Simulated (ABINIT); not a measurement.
## SnSe (F-43m): from the cell to the phonon bands

How does SnSe (F-43m) vibrate, and is this structure a minimum?

Main program and level: ABINIT 10.8.3; DFT LDA, scalar-relativistic, plane waves, HGH norm-conserving pseudopotentials.

This is a report of a sequence of runs, with most program output left out.

The structure was built from a prototype and need not be the compound's stable phase.

### 1. Starting point

The structure is cubic, space group F-43m (No. 216). The conventional cell has a = 6.686 Å, b = 6.686 Å, c = 6.686 Å, α = 90.00°, β = 90.00°, γ = 90.00°. Nearest to Sn lie 4 Se at 2.90 Å. Se has 4 Sn at 2.90 Å nearest. Farther neighbours and most contacts between anions are not listed.

### 2. A first look

A first run with smearing and empty bands tells whether the crystal has a gap, which decides between fixed occupations and smearing later on.

Contents of probe.abi:

```
# ground state
tolvrs 1.0d-08
prtden 1
prtwf 1

# basis, mesh and filling
ecut 20.0
ixc 7
ngkpt 6 6 6
nshiftk 1
shiftk 0.0 0.0 0.0
istwfk *1
occopt 7
tsmear 0.005
nband 11
nstep 100
diemac 9.0
prtebands 0
prtgsr 0
useylm 1

# cell and atoms
acell 3*1.0 Angstrom
rprim 
    0.0 3.34309 3.34309
    3.34309 0.0 3.34309
    3.34309 3.34309 0.0
ntypat 2
znucl 50 34
natom 2
typat 1 2
xred 
    0.0 0.0 0.0
    0.25 0.25 0.25
pp_dirpath "./pseudo"
pseudos "Sn.hgh, Se.hgh"
```

Command:

```console
$ OMP_NUM_THREADS=1 mpirun -n 2 abinit probe.abi > probe.log
```

It took 6 s on 2 MPI ranks of Intel Xeon at 2.70GHz, shared host; 11 s of CPU time.

Numbers from this step:

```yaml
volume_per_atom: 37.36 Å³
pressure: -2.179 GPa
gap_on_the_k_mesh: 0 eV
```

No gap opens on this mesh, so smearing is kept; the printed pressure holds the stress of the finite basis too.

### 3. Rough relaxation

The typed start is rough, so a first relaxation with smearing and loose thresholds takes it towards rest cheaply.

Contents of prerelax.abi:

```
# relaxation
ionmov 2
optcell 2
dilatmx 1.15
chkdilatmx 0
ntime 40
tolmxf 3.0d-04
tolvrs 1.0d-10
prtwf 0
prtden 0
chksymtnons 0

# basis, mesh and filling
ecut 21.0
ecutsm 3.0
ixc 7
ngkpt 4 4 4
nshiftk 1
shiftk 0.0 0.0 0.0
istwfk *1
occopt 7
tsmear 0.005
nband 11
nstep 100
diemac 1000000.0
prtebands 0
prtgsr 0
useylm 1

# cell and atoms
acell 3*1.0 Angstrom
rprim 
    0.0 3.34309 3.34309
    3.34309 0.0 3.34309
    3.34309 3.34309 0.0
ntypat 2
znucl 50 34
natom 2
typat 1 2
xred 
    0.0 0.0 0.0
    0.25 0.25 0.25
pp_dirpath "./pseudo"
pseudos "Sn.hgh, Se.hgh"
```

Command:

```console
$ OMP_NUM_THREADS=1 mpirun -n 2 abinit prerelax.abi > prerelax.log
```

Elapsed: 19 s, on 2 MPI ranks; 38 s of CPU time.

Step by step:

| step | energy less that of the first step (eV) | largest force (eV/Å) | volume (Å³) |
| --- | --- | --- | --- |
| 1 | 0.0000 | 0.0000 | 74.73 |
| 2 | -0.0069 | 0.0000 | 74.21 |
| 3 | -0.0397 | 0.0000 | 68.98 |
| 4 | -0.0398 | 0.0000 | 69.23 |

| conventional cell, symmetrised | before | after | change |
| --- | --- | --- | --- |
| a (Å) | 6.686 | 6.518 | -2.5 % |
| b (Å) | 6.686 | 6.518 | -2.5 % |
| c (Å) | 6.686 | 6.518 | -2.5 % |
| volume (Å³/atom) | 37.36 | 34.61 | -7.4 % |

The relaxed structure:

```xyz
2
Lattice="0.0000 3.2590 3.2590 3.2590 0.0000 3.2590 3.2590 3.2590 0.0000" Properties=species:S:1:pos:R:3 pbc="T T T"
Sn    0.0000    0.0000    0.0000
Se    1.6295    1.6295    1.6295
```

Read from the output:

| Quantity | Value |
| --- | --- |
| volume per atom | 34.61 Å³ |
| pressure | 0.004322 GPa |

The volume changes by -7.4 % in this run and stands -7.4 % from the first cell.

### 4. Relaxation

The harmonic expansion needs vanishing forces, and a free crystal bears no stress, so cell and atoms are brought to rest. Stress is more sensitive to the basis than forces are: the last 3 Ha under the cutoff are smoothed with ecutsm, and the cutoff is raised above that of the later runs.

Contents of relax.abi:

```
# relaxation
ionmov 2
optcell 2
dilatmx 1.08
ntime 40
tolmxf 1.0d-05
tolvrs 1.0d-14
prtwf 0
prtden 0
chksymtnons 0

# basis, mesh and filling
ecut 26.0
ecutsm 3.0
ixc 7
ngkpt 8 8 8
nshiftk 1
shiftk 0.0 0.0 0.0
istwfk *1
occopt 3
tsmear 0.01
nband 11
nstep 100
diemac 1000000.0
prtebands 0
prtgsr 0
useylm 1

# cell and atoms
acell 3*1.0 Angstrom
rprim 
    0.0 3.258975102 3.258975102
    3.258975102 0.0 3.258975102
    3.258975102 3.258975102 0.0
ntypat 2
znucl 50 34
natom 2
typat 1 2
xred 
    0.0 0.0 0.0
    0.25 0.25 0.25
pp_dirpath "./pseudo"
pseudos "Sn.hgh, Se.hgh"
```

Command:

```console
$ OMP_NUM_THREADS=1 mpirun -n 2 abinit relax.abi > relax.log
```

Run time: 77 s. Hardware: 2 MPI ranks; 2.5 min of CPU time.

Relaxation path:

| step | energy less that of the first step (eV) | largest force (eV/Å) | volume (Å³) |
| --- | --- | --- | --- |
| 1 | 0.0000 | 0.0000 | 69.23 |
| 2 | -0.0003 | 0.0000 | 69.34 |
| 3 | -0.0017 | 0.0000 | 70.24 |
| 4 | -0.0017 | 0.0000 | 70.25 |

| conventional cell, symmetrised | before | after | change |
| --- | --- | --- | --- |
| a (Å) | 6.518 | 6.550 | +0.5 % |
| b (Å) | 6.518 | 6.550 | +0.5 % |
| c (Å) | 6.518 | 6.550 | +0.5 % |
| volume (Å³/atom) | 34.61 | 35.13 | +1.5 % |

Final coordinates:

```xyz
2
Lattice="0.0000 3.2750 3.2750 3.2750 0.0000 3.2750 3.2750 3.2750 0.0000" Properties=species:S:1:pos:R:3 pbc="T T T"
Sn    0.0000    0.0000    0.0000
Se    1.6375    1.6375    1.6375
```

Read from the output:

| Quantity | Value |
| --- | --- |
| volume per atom | 35.13 Å³ |
| pressure | 8.95e-5 GPa |

The volume changes by +1.5 % in this run and stands -6.0 % from the first cell.

### 5. Self-consistent run for the response

The response is built on these wavefunctions, so the potential is converged far more tightly than an energy would need. Smearing stays on, as the first look found no gap above 0.3 eV.

Contents of gs.abi:

```
# ground state
tolvrs 1.0d-16
prtden 1
prtwf 1

# basis, mesh and filling
ecut 20.0
ixc 7
ngkpt 8 8 8
nshiftk 1
shiftk 0.0 0.0 0.0
istwfk *1
occopt 3
tsmear 0.01
nband 11
nstep 100
diemac 1000000.0
prtebands 0
prtgsr 0
useylm 1

# cell and atoms
acell 3*1.0 Angstrom
rprim 
    0.0 3.27496299 3.27496299
    3.27496299 0.0 3.27496299
    3.27496299 3.27496299 0.0
ntypat 2
znucl 50 34
natom 2
typat 1 2
xred 
    0.0 0.0 0.0
    0.25 0.25 0.25
pp_dirpath "./pseudo"
pseudos "Sn.hgh, Se.hgh"
```

Command:

```console
$ OMP_NUM_THREADS=1 mpirun -n 2 abinit gs.abi > gs.log
```

Wall time 12 s (2 MPI ranks); 23 s of CPU time.

Read from the output:

* pressure: -0.5907 GPa

The cell stands at -0.59 GPa: the relaxation ran with a smoothed and higher cutoff, and the difference is a stress of the finite basis.

### 6. Linear response at Γ

At q = 0 one unit cell holds all displacements. The response is solved for single atoms along the cell's directions, and symmetry skips those that follow from others. The crystal is treated as a metal, which screens a static field, so no field response is asked.

Contents of dfpt_gamma.abi:

```

# common to the responses
getwfk_filepath "gso_WFK"
kptopt 2
nqpt 1
qpt 0.0 0.0 0.0
asr 0
chneut 0

# displacements
rfphon 1
rfatpol 1 2
rfdir 1 1 1
tolvrs 1.0d-10
prtwf 0

# basis, mesh and filling
ecut 20.0
ixc 7
ngkpt 8 8 8
nshiftk 1
shiftk 0.0 0.0 0.0
istwfk *1
occopt 3
tsmear 0.01
nband 11
nstep 100
diemac 1000000.0
prtebands 0
prtgsr 0
useylm 1

# cell and atoms
acell 3*1.0 Angstrom
rprim 
    0.0 3.27496299 3.27496299
    3.27496299 0.0 3.27496299
    3.27496299 3.27496299 0.0
ntypat 2
znucl 50 34
natom 2
typat 1 2
xred 
    0.0 0.0 0.0
    0.25 0.25 0.25
pp_dirpath "./pseudo"
pseudos "Sn.hgh, Se.hgh"
```

Command:

```console
$ OMP_NUM_THREADS=1 mpirun -n 2 abinit dfpt_gamma.abi > dfpt_gamma.log
```

Elapsed: 2.4 min, on 2 MPI ranks.

Numbers from this step:

```
largest acoustic frequency at the zone centre before the sum rule : 2.7 cm⁻¹
highest optical zone-centre mode (no LO-TO term)                  : 124.7 cm⁻¹
lowest optical zone-centre mode                                   : 124.7 cm⁻¹
```

The acoustic modes at Γ come out as far as 2.7 cm⁻¹ from zero, where they should vanish, a small numerical error.

### 7. Modes with the sum rule

anaddb reads the merged derivatives and imposes the acoustic sum rule.

Contents of anaddb.abi:

```
ddb_filepath "gamma_DDB"
output_file "anaddb.abo"
outdata_prefix "anaddb"
asr 1
chneut 1
enunit 2
eivec 1
nph1l 1
qph1l 0.0 0.0 0.0 1.0
```

Contents of mrgddb.in:

```
gamma_DDB
merged
2
dfpt_gammao_DDB
gso_DDB
```

Command:

```console
$ mrgddb < mrgddb.in > mrgddb.log
$ OMP_NUM_THREADS=1 anaddb anaddb.abi > anaddb.log
```

It took 0.71 s on 1 thread.

No LO-TO term; unit eigenvectors of the mass-weighted matrix, from anaddb's displacements. The modes at Γ (shares of kinetic energy by element, %):

| mode | frequency (cm⁻¹) | symmetry | Sn % | Se % |
| --- | --- | --- | --- | --- |
| 1 | 0.0 | acoustic | 60 | 40 |
| 2 | 0.0 | acoustic | 60 | 40 |
| 3 | 0.0 | acoustic | 60 | 40 |
| 4 | 124.7 | T2 | 40 | 60 |
| 5 | 124.7 | T2 | 40 | 60 |
| 6 | 124.7 | T2 | 40 | 60 |

Displacements in mode 5 (124.7 cm⁻¹), the largest set to 1:
```
Sn1  0.00 -0.67  0.00
Se2  0.00  1.00  0.00
```

The rule moves no optical mode by more than 0.1 cm⁻¹.

### 8. Phonons on a q mesh

Linear response treats each wavevector in the unit cell, with no supercell; the 2×2×2 mesh fixes the range of the force constants to be had.

Contents of dfpt_q.abi:

```
ndtset 2

# wavevectors
qpt1 0.5 0.0 0.0
qpt2 0.5 0.5 0.0

# displacements
getwfk_filepath "gso_WFK"
getwfq_filepath "gso_WFK"
kptopt 3
nqpt 1
rfphon 1
rfatpol 1 2
rfdir 1 1 1
tolvrs 1.0d-10
prtwf 0

# basis, mesh and filling
ecut 20.0
ixc 7
ngkpt 8 8 8
nshiftk 1
shiftk 0.0 0.0 0.0
istwfk *1
occopt 3
tsmear 0.01
nband 11
nstep 100
diemac 1000000.0
prtebands 0
prtgsr 0
useylm 1

# cell and atoms
acell 3*1.0 Angstrom
rprim 
    0.0 3.27496299 3.27496299
    3.27496299 0.0 3.27496299
    3.27496299 3.27496299 0.0
ntypat 2
znucl 50 34
natom 2
typat 1 2
xred 
    0.0 0.0 0.0
    0.25 0.25 0.25
pp_dirpath "./pseudo"
pseudos "Sn.hgh, Se.hgh"
```

Command:

```console
$ OMP_NUM_THREADS=1 mpirun -n 2 abinit dfpt_q.abi > dfpt_q.log
```

Wall time 23 min (2 MPI ranks).

Read from the output:

```
lowest mode on the q mesh (acoustic ones at the zone centre apart) : -43.88 cm⁻¹
```

Frequencies (cm⁻¹) before the sum rule at the irreducible wavevectors but Γ, which is solved apart; negative means imaginary. Frequencies by wavevector:

| q (fractions) | star | mode 1 | mode 2 | mode 3 | mode 4 | mode 5 | mode 6 |
| --- | --- | --- | --- | --- | --- | --- | --- |
| 0.5 0 0 | 4 | -20.88 | -20.88 | 60.17 | 115 | 115 | 115.5 |
| 0.5 0.5 0 | 3 | -43.88 | -43.88 | 85.73 | 85.73 | 93.78 | 100.4 |

### 9. Dispersion

anaddb transforms the dynamical matrices to force constants and back along the path; points of the mesh come back as solved, but for the sum rule and, in polar crystals, the LO-TO term at Γ; the rest is interpolation.

Contents of anaddb.abi:

```
ddb_filepath "all_DDB"
output_file "anaddb.abo"
outdata_prefix "anaddb"
ifcflag 1
ngqpt 2 2 2
nqshft 1
q1shft 0.0 0.0 0.0
asr 1
chneut 0
dipdip 0
dipquad 0
quadquad 0
enunit 0
eivec 0
nph1l 62
qph1l 
    0.0 0.0 0.0 1.0
    -0.05 -0.05 0.0 1.0
    -0.1 -0.1 0.0 1.0
    -0.15 -0.15 0.0 1.0
    -0.2 -0.2 0.0 1.0
    -0.25 -0.25 0.0 1.0
    -0.3 -0.3 0.0 1.0
    -0.35 -0.35 0.0 1.0
    -0.4 -0.4 0.0 1.0
    -0.45 -0.45 0.0 1.0
    -0.5 -0.5 0.0 1.0
    -0.4875 -0.4875 0.025 1.0
    -0.475 -0.475 0.05 1.0
    -0.4625 -0.4625 0.075 1.0
    -0.45 -0.45 0.1 1.0
    -0.4375 -0.4375 0.125 1.0
    -0.425 -0.425 0.15 1.0
    -0.4125 -0.4125 0.175 1.0
    -0.4 -0.4 0.2 1.0
    -0.3875 -0.3875 0.225 1.0
    -0.375 -0.375 0.25 1.0
    -0.375 0.0 0.375 1.0
    -0.3375 0.0 0.3375 1.0
    -0.3 0.0 0.3 1.0
    -0.2625 0.0 0.2625 1.0
    -0.225 0.0 0.225 1.0
    -0.1875 0.0 0.1875 1.0
    -0.15 0.0 0.15 1.0
    -0.1125 0.0 0.1125 1.0
    -0.075 0.0 0.075 1.0
    -0.0375 0.0 0.0375 1.0
    0.0 0.0 0.0 1.0
    0.0 0.0 0.05 1.0
    0.0 0.0 0.1 1.0
    0.0 0.0 0.15 1.0
    0.0 0.0 0.2 1.0
    0.0 0.0 0.25 1.0
    0.0 0.0 0.3 1.0
    0.0 0.0 0.35 1.0
    0.0 0.0 0.4 1.0
    0.0 0.0 0.45 1.0
    0.0 0.0 0.5 1.0
    -0.05 -0.025 0.475 1.0
    -0.1 -0.05 0.45 1.0
    -0.15 -0.075 0.425 1.0
    -0.2 -0.1 0.4 1.0
    -0.25 -0.125 0.375 1.0
    -0.3 -0.15 0.35 1.0
    -0.35 -0.175 0.325 1.0
    -0.4 -0.2 0.3 1.0
    -0.45 -0.225 0.275 1.0
    -0.5 -0.25 0.25 1.0
    -0.5 -0.275 0.225 1.0
    -0.5 -0.3 0.2 1.0
    -0.5 -0.325 0.175 1.0
    -0.5 -0.35 0.15 1.0
    -0.5 -0.375 0.125 1.0
    -0.5 -0.4 0.1 1.0
    -0.5 -0.425 0.075 1.0
    -0.5 -0.45 0.05 1.0
    -0.5 -0.475 0.025 1.0
    -0.5 -0.5 0.0 1.0
```

Contents of mrgddb.in:

```
all_DDB
merged
3
dfpt_gammao_DDB
dfpt_qo_DS1_DDB
dfpt_qo_DS2_DDB
```

Command:

```console
$ mrgddb < mrgddb.in > mrgddb.log
$ OMP_NUM_THREADS=1 anaddb anaddb.abi > anaddb.log
```

Wall time 0.7 s (1 thread).

Numbers from this step:

```yaml
lowest_frequency_on_the_path: -44.05 cm⁻¹
```

Anaddb. Phonon branches along the path, in cm⁻¹:

| point | branch 1 | branch 2 | branch 3 | branch 4 | branch 5 | branch 6 |
| --- | --- | --- | --- | --- | --- | --- |
| Γ | 0 | 0 | 0 | 125 | 125 | 125 |
| halfway | -22 | -22 | 62 | 109 | 109 | 120 |
| X | -44 | -44 | 86 | 86 | 94 | 100 |
| halfway | -41 | -39 | 81 | 88 | 96 | 102 |
| U | -34 | -24 | 71 | 94 | 96 | 108 |
| jump to K | -34 | -24 | 71 | 94 | 96 | 108 |
| halfway | -18 | 14 | 56 | 111 | 116 | 118 |
| Γ | 0 | 0 | 0 | 125 | 125 | 125 |
| halfway | -14 | -14 | 53 | 116 | 120 | 120 |
| L | -21 | -21 | 60 | 115 | 115 | 116 |
| halfway | -29 | 21 | 60 | 102 | 105 | 113 |
| W | -43 | 26 | 70 | 91 | 101 | 102 |
| halfway | -44 | -28 | 78 | 88 | 98 | 101 |
| X | -44 | -44 | 86 | 86 | 94 | 100 |

The path dips to 44i cm⁻¹.

### 10. Sums over the zone

Sums over the zone need many more wavevectors than were solved, so the interpolation is sampled on a dense mesh.

Contents of anaddb.abi:

```
ddb_filepath "all_DDB"
output_file "anaddb.abo"
outdata_prefix "anaddb"
ifcflag 1
ngqpt 2 2 2
nqshft 1
q1shft 0.0 0.0 0.0
asr 1
chneut 0
dipdip 0
dipquad 0
quadquad 0
prtdos 2
ng2qpt 12 12 12
dosdeltae 4.5563e-06
ntemper 11
temperinc 100.0
tempermin 0.0
```

Command:

```console
$ OMP_NUM_THREADS=1 anaddb anaddb.abi > anaddb.log
```

Wall time 0.78 s (1 thread).

Numbers from this step:

* share of modes beyond 3i cm⁻¹ on the dense interpolated mesh: 0.2533

The phonon density of states has structure finer than the step of the table below, so its rows give means over 10 cm⁻¹, whole bins alone (the curve runs from -74.0 to 155 cm⁻¹). Peaks (cm⁻¹: height): -22.1: 0.0573, 60.0: 0.218, 116.0: 0.164.

Tetrahedra. The phonon density of states by wavenumber; means over each step:

wavenumber (cm⁻¹), phonon density of states (1/cm⁻¹/cell) and a bar:
```
      -50      0.000 
      -40      0.025 ######
      -30      0.044 ##########
      -20      0.045 ##########
      -10      0.033 ########
        0      0.017 ####
       10      0.017 ####
       20      0.019 ####
       30      0.001 
       40      0.003 #
       50      0.006 #
       60      0.057 #############
       70      0.028 ######
       80      0.008 ##
       90      0.021 #####
      100      0.086 ###################
      110      0.133 ##############################
      120      0.061 ##############
      130      0.000
```

### 11. Outcome

| Item | Value |
| --- | --- |
| space group after relaxation | F-43m |
| volume per atom | 35.1 Å³ |
| highest optical zone-centre mode (no LO-TO term) | 124.7 cm⁻¹ |
| q mesh | 2×2×2 |
| lowest mode on the q mesh (acoustic ones at the zone centre apart) | -43.9 cm⁻¹ |
| imaginary modes on the q mesh | yes |

SnSe (F-43m) is unstable: a mode solved on the 2×2×2 mesh is imaginary, 44i cm⁻¹; its spectrum reaches 125 cm⁻¹. At the LDA level the optical modes of SnSe (F-43m) at the zone centre lie at 125 cm⁻¹. The base run prints -0.59 GPa, mostly the error of a finite basis; the relaxation, with a smoothed and higher cutoff, had brought the cell to rest. The most unstable solved mode lies at q = (0.5, 0.5, 0), on the zone boundary, so the distortion that it points to doubles the cell. These are harmonic frequencies: anharmonic shifts and widths and the lattice's thermal expansion are left out. The Fermi-Dirac smearing of 0.01 Ha is an electronic temperature of 3158 K, which adds a pressure of its own and can shift the volume and soft modes. The HGH files keep few electrons and have no core correction, which is cheap but rough for Sn. In a metal the frequencies hang on the k mesh and the smearing, most of all near Kohn anomalies. The structure is a hypothetical one, built on a prototype.

[Host names and launcher messages were left out of these logs when they were recorded.]

[Logs are printed without paths, hosts, clocks, repeated set-up lines and the standing remarks that a program may print on its own settings, such as how far it seeks lower states.]

[Hosts, paths, dates, database ids (printed as entryN), source tags and the programs' standing remarks are cut or masked in the printed files.]
